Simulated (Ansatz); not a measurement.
# 2H-CrOS monolayer in a perpendicular field

Aim: how the 2H-CrOS monolayer screens a field along its normal, and what the field does to its bands. A positive field points along +c.

Main program and level: Ansatz 0.2.0; plane-wave DFT, PBE-D3(BJ), Ansatz PAW.

The raw output is cut from this account; settings, times and results stay.

## Step 1: The system as given

The cell holds 3 atoms: 1 S, 1 Cr and 1 O. Its edges and angles: a = 2.842 Å, b = 2.842 Å, c = 36.360 Å, α = 90.0°, β = 90.0°, γ = 120.0°. Vacuum lies along c.

## Step 2: Relaxation

The starting cell is a guess, so the in-plane lattice and the atoms are relaxed first, with the slab cut off from its images along the normal.

Contents of input.yaml:

```yaml
crystal:
  lattice:
    - [2.841782, 0.0, 0.0]
    - [-1.420891, 2.461055404, 0.0]
    - [0.0, 0.0, 36.3599455673]
  atoms:
    - { symbol: S, position: [0.3333333333, 0.6666666667, 0.4634220359] }
    - { symbol: Cr, position: [0.0, 0.0, 0.5085729816] }
    - { symbol: O, position: [0.3333333333, 0.6666666667, 0.5365779641] }
  periodic: [true, true, false]
kpoints:
  mp_grid: { grid: [12, 12, 1] }
hamiltonian:
  xc: pbe
  dispersion: d3bj
scf:
  occupations: { method: fermi_dirac, width: 0.05 }
  convergence: { dr2_threshold: 1.0e-09 }
relax:
  f_tol: 0.004
  max_steps: 90
  cell: {}
output:
  write_potential: true
  write_density: true
  volumetric_format: npy
```

Command:

```console
$ ansatz run input.yaml --threads 2 --pin off --max-ram 3072MiB --backend cpu --events-out ev --progress --plain --runs-dir out
```

The job ended after 24 s (2 threads of AMD EPYC 7R13 (Zen 3), shared host; peak memory 0.56 GiB; 44 s of CPU time).

This run has no spin polarisation, although Cr can carry a moment.

Step by step:

```
step  energy less that of the first step (eV)  largest force component (eV/Å)  volume (Å³)
   1                                   0.0000                          1.5164       254.29
   2                                  -0.0587                          0.8120       251.31
   3                                  -0.0732                          0.2869       247.98
   4                                  -0.0747                          0.0043       249.01
   5                                  -0.0747                          0.0029       249.13
  6*                                  -0.0732                          0.0027       249.13
```

Relaxation steps marked * repeat the geometry before them on a plane-wave basis chosen anew for their cell, so energy and pressure can jump there.

Forces are held to the 6 operations that the program found; a distortion that breaks them can't arise in this run.

```
cell as run  before  after  change
      a (Å)   2.842  2.813  -1.0 %
      b (Å)   2.842  2.813  -1.0 %
```

The atoms that moved most (Å, along periodic axes as changes of fractional coordinates times the final cell, across vacuum about the mean position):

```
atom     dx     dy      dz  length
 Cr2  0.000  0.000  -0.044   0.044
  S1  0.000  0.000   0.038   0.038
  O3  0.000  0.000   0.006   0.006
```

The relaxed structure:

```xyz
3
Lattice="2.8128 0.0000 0.0000 -1.4064 2.4359 0.0000 0.0000 0.0000 36.3599" Properties=species:S:1:pos:R:3
S     0.0000    1.6240   16.8883
Cr    0.0000    0.0000   18.4473
O     0.0000    1.6240   19.5161
```

This step gave:

```yaml
energy_at_zero_smearing: -4848.6298 eV
```

The lattice constant a goes from 2.842 to 2.813 Å.

## Step 3: Single point, field 0

A sawtooth potential applies the field, turning back in the middle of the vacuum. With the dipole correction the typed value is the field outside the slab. The induced dipole is small, so the SCF threshold is tight.

The cell differs from the one that the last finished run ended in (c 36.360 → 20.628 Å).

Contents of input.yaml:

```yaml
crystal:
  lattice:
    - [2.812774525, 0.0, 0.0]
    - [-1.4063872625, 2.4359341938, 0.0]
    - [0.0, 0.0, 20.6277876076]
  atoms:
    - { symbol: S, position: [0.3333333333, 0.6666666667, 0.4363046668] }
    - { symbol: Cr, position: [0.0, 0.0, 0.5118850614] }
    - { symbol: O, position: [0.3333333333, 0.6666666667, 0.5636953332] }
kpoints:
  mp_grid: { grid: [18, 18, 1] }
  band_path:
    path: [[0, 0, 0], [0.5, 0, 0], [0.33333333, 0.33333333, 0], [0, 0, 0]]
    npoints: 16
hamiltonian:
  xc: pbe
  dispersion: d3bj
scf:
  occupations: { method: fermi_dirac, width: 0.02585 }
  convergence: { dr2_threshold: 1.0e-10 }
efield:
  axis: 3
  dipole_correction: true
  ramp_position: 0.97
  ramp_width: 0.06
  amplitude: 0
output:
  dos: { projected: true, e_range: [-6, 5] }
  write_potential: true
  write_density: true
  volumetric_format: npy
  elf: true
```

Elapsed: 7 s, on 2 threads; peak memory 0.48 GiB.

Numbers from this step:

```yaml
dipole_along_the_normal: -0.09386 e·Å
gap_along_the_path: 0.2647 eV
smallest_direct_gap_along_the_path: 1.295 eV
step_between_the_vacuum_levels: 2.479 eV
ionisation_energy_upper_face: 7.066 eV
electron_affinity_upper_face: 6.802 eV
ionisation_energy_lower_face: 4.587 eV
gap_the_smaller_of_path_and_mesh: 0.2647 eV
```

Running mean over a fixed 2.7 Å (it still follows the layers) of the planar mean; the ramp of the sawtooth is left out. Electron's electrostatic potential energy less the Fermi level against z:

```
z (Å)  electron's electrostatic potential energy less the Fermi level (eV)
 2.86                                                                 4.46
 3.29                                                                 4.46
 3.72                                                                 4.46
 4.01                                                                 4.46
 4.44                                                                 4.46
 4.87                                                                 4.46
 5.30                                                                 4.46
 5.73                                                                 4.44
 6.02                                                                 4.42
 6.45                                                                 4.29
 6.88                                                                 3.78
 7.31                                                                 2.08
 7.74                                                               -0.500
 8.17                                                                -2.98
 8.45                                                                -4.28
 8.88                                                                -6.58
 9.31                                                                -9.38
 9.74                                                                -11.3
10.17                                                                -11.5
10.46                                                                -10.9
10.89                                                                -9.27
11.32                                                                -7.12
11.75                                                                -4.12
12.18                                                               -0.720
12.46                                                                 1.33
12.89                                                                 4.01
13.32                                                                 6.02
13.75                                                                 6.78
14.18                                                                 6.91
14.61                                                                 6.93
14.90                                                                 6.94
15.33                                                                 6.94
15.76                                                                 6.94
16.19                                                                 6.94
16.62                                                                 6.94
16.90                                                                 6.94
17.33                                                                 6.94
17.76                                                                 6.94
```

The density of states has structure finer than the step of the table below, so its rows give means over 0.25 eV. Peaks (eV: height): -5.170: 8.95, -4.430: 11.2, -4.350: 9.68, -2.970: 12.8, -2.800: 9.26, -1.230: 11.6, 0.620: 10.9.

The density of states by energy, zero at the Fermi level of the run, which the smearing sets inside the gap; means over each step:

```
energy (eV)  density of states (states/eV a cell)
      -5.75                                  1.51
      -5.50                                  1.90
      -5.25                                  2.81
      -5.00                                  3.34
      -4.75                                  1.46
      -4.50                                  4.82
      -4.25                                  3.65
      -4.00                                 0.946
      -3.75                                 0.879
      -3.50                                  1.71
      -3.25                                 0.638
      -3.00                                  3.89
      -2.75                                  4.40
      -2.50                                  1.89
      -2.25                                  2.23
      -2.00                                 0.692
      -1.75                                     0
      -1.50                                     0
      -1.25                                  5.18
      -1.00                                  1.19
      -0.75                                 0.566
      -0.50                                 0.473
      -0.25                                 0.456
       0.00                               0.00656
       0.25                                 0.962
       0.50                                  3.22
       0.75                                  4.83
       1.00                                  3.15
       1.25                                  2.36
       1.50                                  2.98
       1.75                                  3.73
       2.00                                  1.90
```

Projected DOS per atom over height of the atomic layer and energy from the Fermi level. Layers: S Cr O from below.

Ten even steps from '_' (0.00 states/eV) to '@' (3.16 states/eV), each cell a mean:
```
..++..
__++::
..==..
::@@__
..**__
______
______
______
__**..
__--..
______
..::__
--::__
**--==
..____
......
..__..
..==@@
....::
--::==
....::
....::
```
Columns: height of the atomic layer (Å) from 9 to 11.6 (not evenly spaced); rows upwards: energy from the Fermi level (eV) from -5.96 to 2.05.

The electronic bands at the labelled points (eV, zero at the Fermi level of the run, which the smearing sets inside the gap):

```
  point  band 10  band 11  band 12  band 13  band 14  band 15  band 16  band 17
      Γ    -3.65    -1.90    -1.90    -0.13     1.44     1.44     2.61     2.61
halfway    -4.22    -2.96    -2.32    -1.03     0.76     1.19     1.67     2.49
      M    -4.50    -2.97    -2.10    -1.22     0.62     0.66     2.17     2.68
halfway    -4.39    -3.79    -2.84    -1.10     0.35     1.11     1.95     2.36
      K    -4.85    -4.25    -2.84    -1.16     0.14     1.41     1.69     2.57
halfway    -4.10    -3.15    -2.69    -1.09     0.62     1.03     1.54     2.42
      Γ    -3.65    -1.90    -1.90    -0.13     1.44     1.44     2.61     2.61
```

ELF in the ca plane at fractional y = 0.667, with atoms of S and O within 0.2 Å of it. It is the smooth field of the valence electrons, not physical close to the nuclei.

Ten even steps from '0' (0.00) to '9' (0.95), each cell a mean:
```
00000000000001233421221110000000000000000000
00000000000000123321221110000000000000000000
00000000000025677762112554210000000000000000
00000000001368987785126888631000000000000000
00000000002589982275247569852000000000000000
00000000002589971275247569852000000000000000
00000000001379986785137888631000000000000000
00000000000135788873113665310000000000000000
```
Columns run along c (16.0 Å, from fractional 0.15 to 0.93 of the cell), rows up along a (2.8 Å). Atoms in or near the plane, at fractional coordinates: S at (0.44, 0.33), O at (0.56, 0.33).

Electrostatic potential energy in the ca plane at fractional y = 0.667, with atoms of S and O within 0.2 Å of it. With pseudopotentials it is smooth inside the atoms' cores, unlike the true potential.

Ten even steps from '0' (-38 eV) to '9' (5 eV), each cell a mean:
```
99999999999999988876446899999999999999999999
99999999999999988876446899999999999999999999
99999999999999875677667889999999999999999999
99999999999998720147776337999999999999999999
99999999999998501016872004999999999999999999
99999999999998401016872003999999999999999999
99999999999998620037775227999999999999999999
99999999999999865577667789999999999999999999
```
Columns run along c (16.0 Å, from fractional 0.15 to 0.93 of the cell; values clipped at the 3rd and 97th percentile), rows up along a (2.8 Å). Atoms in or near the plane, at fractional coordinates: S at (0.44, 0.33), O at (0.56, 0.33).

Valence density in the ca plane at fractional y = 0.667, with atoms of S and O within 0.2 Å of it. It is the smooth field of the valence electrons, not physical close to the nuclei.

Values in e/Å³, 5 rows by 16 columns, each cell a mean:
```
0.0 0.0 0.0 0.0 0.0 0.2 0.3 0.7 0.3 0.0 0.0 0.0 0.0 0.0 0.0 0.0
0.0 0.0 0.0 0.0 0.0 0.4 0.6 0.5 0.5 0.1 0.0 0.0 0.0 0.0 0.0 0.0
0.0 0.0 0.0 0.0 0.1 0.8 0.9 0.5 3.2 0.9 0.0 0.0 0.0 0.0 0.0 0.0
0.0 0.0 0.0 0.0 0.1 0.8 0.8 0.5 4.4 1.3 0.0 0.0 0.0 0.0 0.0 0.0
0.0 0.0 0.0 0.0 0.0 0.5 0.8 0.4 0.9 0.3 0.0 0.0 0.0 0.0 0.0 0.0
```
Columns run along c (16.0 Å, from fractional 0.15 to 0.93 of the cell), rows up along a (2.8 Å). Atoms in or near the plane, at fractional coordinates: S at (0.44, 0.33), O at (0.56, 0.33).

The gap is 0.26 eV, with the valence edge 7.07 eV and the conduction edge 6.80 eV under the upper vacuum level.

## Step 4: Atoms held, field 0.1 V/Å

Edit input.yaml of step 3 so:

```diff
@@ -25,5 +25,4 @@
   ramp_width: 0.06
-  amplitude: 0
+  amplitude: 0.1
 output:
-  dos: { projected: true, e_range: [-6, 5] }
   write_potential: true
@@ -31,2 +30 @@
   volumetric_format: npy
-  elf: true
```

It took 8.2 s on 2 threads; peak memory 0.46 GiB.

The dipole is -0.0778 e·Å, 0.0160 e·Å from its value without field, and the gap 0.257 eV.

## Step 5: Atoms held, field -0.1 V/Å

Edit input.yaml of step 4 so:

```diff
@@ -25,3 +25,3 @@
   ramp_width: 0.06
-  amplitude: 0.1
+  amplitude: -0.1
 output:
```

Elapsed: 8.1 s, on 2 threads; peak memory 0.45 GiB.

The dipole is -0.110 e·Å, -0.0160 e·Å from its value without field, and the gap 0.272 eV.

## Step 6: Response, atoms held

This step: plane-wave DFT, PBE-D3(BJ), Ansatz PAW; response to a field along the normal, atoms held (Ansatz 0.2.0).

The dipoles give the slope, and the difference of two potentials shows where the field is screened.

This step gave:

```
equivalent conductor thickness p/(ε₀AE) : 4.235 Å
distance between the outer atoms        : 2.628 Å
```

The dipole of the cell by applied field:

```
applied field (V/Å)  dipole of the cell (e·Å)
            -0.1000                    -0.110
             0.0000                   -0.0939
             0.1000                   -0.0778
```

Local field over the applied field, running mean. From the potentials at -0.1 and 0.1 V/Å; running mean over 2.5 Å. Local field over applied field against z:

```
z (Å)  local field over applied field
  4.5                           0.999
  5.0                           0.997
  5.5                           0.990
  6.0                           0.969
  6.5                           0.916
  7.0                           0.805
  7.5                           0.645
  8.0                           0.467
  8.5                           0.286
  9.0                           0.148
  9.5                          0.0726
 10.0                          0.0458
 10.5                          0.0661
 11.0                           0.143
 11.5                           0.273
 12.0                           0.438
 12.5                           0.621
 13.0                           0.784
 13.5                           0.908
 14.0                           0.969
 14.5                           0.991
 15.0                           0.997
 15.5                           0.999
 16.0                           1.000
 16.5                           1.000
```

The induced electron density oscillates, so the rows of the table below give means over 0.5 Å (shorter at the two ends). Its distinct maxima (Å: e/Å³ per V/Å): 8.02: 0.00376, 10.60: 8.1e-4. Distinct minima: 9.88: -0.00119, 12.18: -0.00394.

Electrons, planar mean, per unit field. Induced electron density against z; means over each step:

z (Å), induced electron density (e/Å³ per V/Å) and a bar from the least value:
```
      4.5    0.00000 ##############
      5.0    0.00001 ##############
      5.5    0.00005 ##############
      6.0    0.00015 ###############
      6.5    0.00043 ################
      7.0    0.00116 ###################
      7.5    0.00256 ##########################
      8.0    0.00354 ##############################
      8.5    0.00180 ######################
      9.0    0.00112 ###################
      9.5    0.00028 ###############
     10.0   -0.00094 ##########
     10.5    0.00045 ################
     11.0   -0.00059 ############
     11.5   -0.00183 ######
     12.0   -0.00305 #
     12.5   -0.00318 
     13.0   -0.00134 ########
     13.5   -0.00044 ############
     14.0   -0.00013 ##############
     14.5   -0.00004 ##############
     15.0   -0.00001 ##############
     15.5    0.00000 ##############
     16.0    0.00000 ##############
     16.5    0.00000 ##############
```

The smaller of the gaps on the path and on the k-mesh, counted as 0 under 0.03 eV. The gap by applied field:

```
applied field (V/Å)  gap (eV)
            -0.1000     0.272
             0.0000     0.265
             0.1000     0.257
```

By hand: between -0.1 and 0.1 V/Å the dipole changes by 0.03207 e·Å, a slope of 0.1604 e·Å²/V. A perfect conductor of thickness t has p = ε₀AEt, so t = 180.95 × 0.1604 / 6.852 = 4.23 Å (e/ε₀ = 180.95 V·Å, A in Å²).

The induced dipole is that of a conductor 4.23 Å thick.

## Step 7: What came out

- gap without field: 0.265 eV
- ionisation energy, upper face: 7.07 eV
- electron affinity, upper face: 6.80 eV
- step between the vacuum levels: 2.48 eV
- equivalent conductor thickness, atoms held: 4.23 Å

In words: The induced dipole equals that of a perfect conductor 4.23 Å thick, while the outer atoms lie 2.63 Å apart; an out-of-plane ε follows only once a thickness t is chosen, by 1 − 1/ε = 4.23 Å / t. The two faces differ: the vacuum level above lies 2.48 eV higher than the one below. The gap stays within 0.01 eV of 0.26 eV over the fields run, up to 0.1 V/Å in size. Semilocal functionals give gaps that are too small, and excitons are not included. The main runs have no spin polarisation; a magnetic state could lie lower and would change these results.

[Long decimals in the printed logs are rounded to 6 places.]

[Logs are printed without paths, hosts, clocks, repeated set-up lines and the standing remarks that a program may print on its own settings, such as how far it seeks lower states.]

[Hosts, paths, dates, database ids (printed as entryN), source tags and the programs' standing remarks are cut or masked in the printed files.]

[Maps of the electrostatic potential energy from Ansatz leave out the sawtooth potential of an applied field or a dipole correction, so their vacuum need not be flat; planar profiles and work functions include it.]

[The density of states shown here was stored with 400 of the rows of the run's finer table, so its peaks can read low, often by over a quarter, or be missed, and its means over a window can be off by a tenth or more.]
